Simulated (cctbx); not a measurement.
# Reading a Patterson map

Space group P-1 (no. 2), a = 7.8780 Å, b = 7.8990 Å, c = 9.6040 Å, α = 105.57°, β = 90.10°, γ = 97.81°, content Bi2 Tl6 S14.

The data are simulated with cctbx, not measured: Mo Kα, λ = 0.71073 Å, to d = 0.77 Å, 50 % of the full sphere, strongest reflection 5000 counts, noise from counting, a 4 % proportional error and a noise floor of 15 counts (s.d.); no absorption.

Patterson synthesis, origin scaled to 1000:

```text
Patterson group P -1
      u       v       w   height  length (A)
  0.000   0.000   0.000   1000.0     0.00
  0.000   0.000   0.500    699.4     4.80
  0.264   0.518   0.879    476.3     4.46
  0.266   0.529   0.382    435.2     6.41
  0.498  -0.003   0.250    358.4     4.60
  0.039   0.359   0.097     84.7     2.71
  0.431   0.098   0.440     72.0     5.24
  0.374   0.515   0.960     71.9     5.08
  0.371   0.696   0.209     70.5     4.78
  0.107   0.003   0.081     70.1     1.14
  0.352   0.786   0.298     69.4     4.75
  0.087   0.282   0.418     69.2     4.04
  0.291   0.367   0.178     68.0     3.48
  0.420   0.105   0.941     67.9     3.39
```

Q: Assign the vectors.

A peak at u stands for all pairs with xi − xj = u, with weight Σ ZiZj against Σ Z² = 56728 at the origin. Peak heights follow these weights only roughly, since form factors, motion and series ripples differ, all vectors within 0.55 Å of a peak are counted as merged into it though the farther ones add only part of their weight, and F(000) is left out, which lowers the whole map:

| u | v | w | shortest length (Å) | height | 1000 ΣZiZj/ΣZ² | pairs in the cell |
| --- | --- | --- | --- | --- | --- | --- |
| 0.000 | 0.000 | 0.500 | 4.80 | 699 | 955 | 6 × Tl–Tl, 2 × Bi–Bi, 4 × S–S |
| 0.264 | 0.518 | 0.879 | 4.47 | 476 | 705 | 4 × Bi–Tl, 2 × Tl–Tl |
| 0.266 | 0.529 | 0.382 | 4.97 | 435 | 474 | 4 × Bi–Tl |
| 0.498 | -0.003 | 0.250 | 4.60 | 358 | 617 | 4 × Bi–Tl, 1 × Tl–Tl, 6 × S–S |
| 0.039 | 0.359 | 0.097 | 2.71 | 85 | 230 | 8 × Tl–S, 2 × Bi–S |
| 0.431 | 0.098 | 0.440 | 5.24 | 72 | 0 | none within 0.55 Å |
| 0.374 | 0.515 | 0.960 | 4.79 | 72 | 0 | none within 0.55 Å |
| 0.371 | 0.696 | 0.209 | 4.78 | 70 | 46 | 2 × Tl–S |
| 0.107 | 0.003 | 0.081 | 1.14 | 70 | 0 | none within 0.55 Å |
| 0.352 | 0.786 | 0.298 | 4.75 | 69 | 0 | none within 0.55 Å |

The table stops at ten peaks or at a height of 45, below which ripples compete. In the model behind the data Bi, the heaviest element, has 2 independent sites: (0, 0, 1/2) and (0, 0, 0), up to an allowed shift of origin; the Bi–Bi vectors are differences of these positions and their symmetry mates. Elements of similar Z can't be told apart from the map alone. The whole model:

```
atom  mult.       x       y       z  Ueq (Å²)
 Bi1      1       0       0     1/2    0.0065
 Bi2      1       0       0       0    0.0060
 Tl1      2  0.2737  0.5291  0.8804    0.0060
 Tl2      2  0.2662  0.5470  0.3885    0.0071
 Tl3      2  0.4709  0.0043  0.2491    0.0054
  S1      2  0.2929  0.9428  0.5196    0.0108
  S2      2  0.0913  0.3210  0.0468    0.0097
  S3      2  0.2894  0.9139  0.9380    0.0111
  S4      2  0.0678  0.3590  0.6182    0.0092
  S5      2  0.0806  0.0405  0.2603    0.0107
  S6      2  0.4437  0.6576  0.1657    0.0110
  S7      2  0.4769  0.6511  0.6640    0.0109
```

This is a model crystal, built by substitution and not relaxed, with assumed displacement parameters.

[Logs are printed without paths, hosts, clocks, repeated set-up lines and the standing remarks that a program may print on its own settings, such as how far it seeks lower states.]
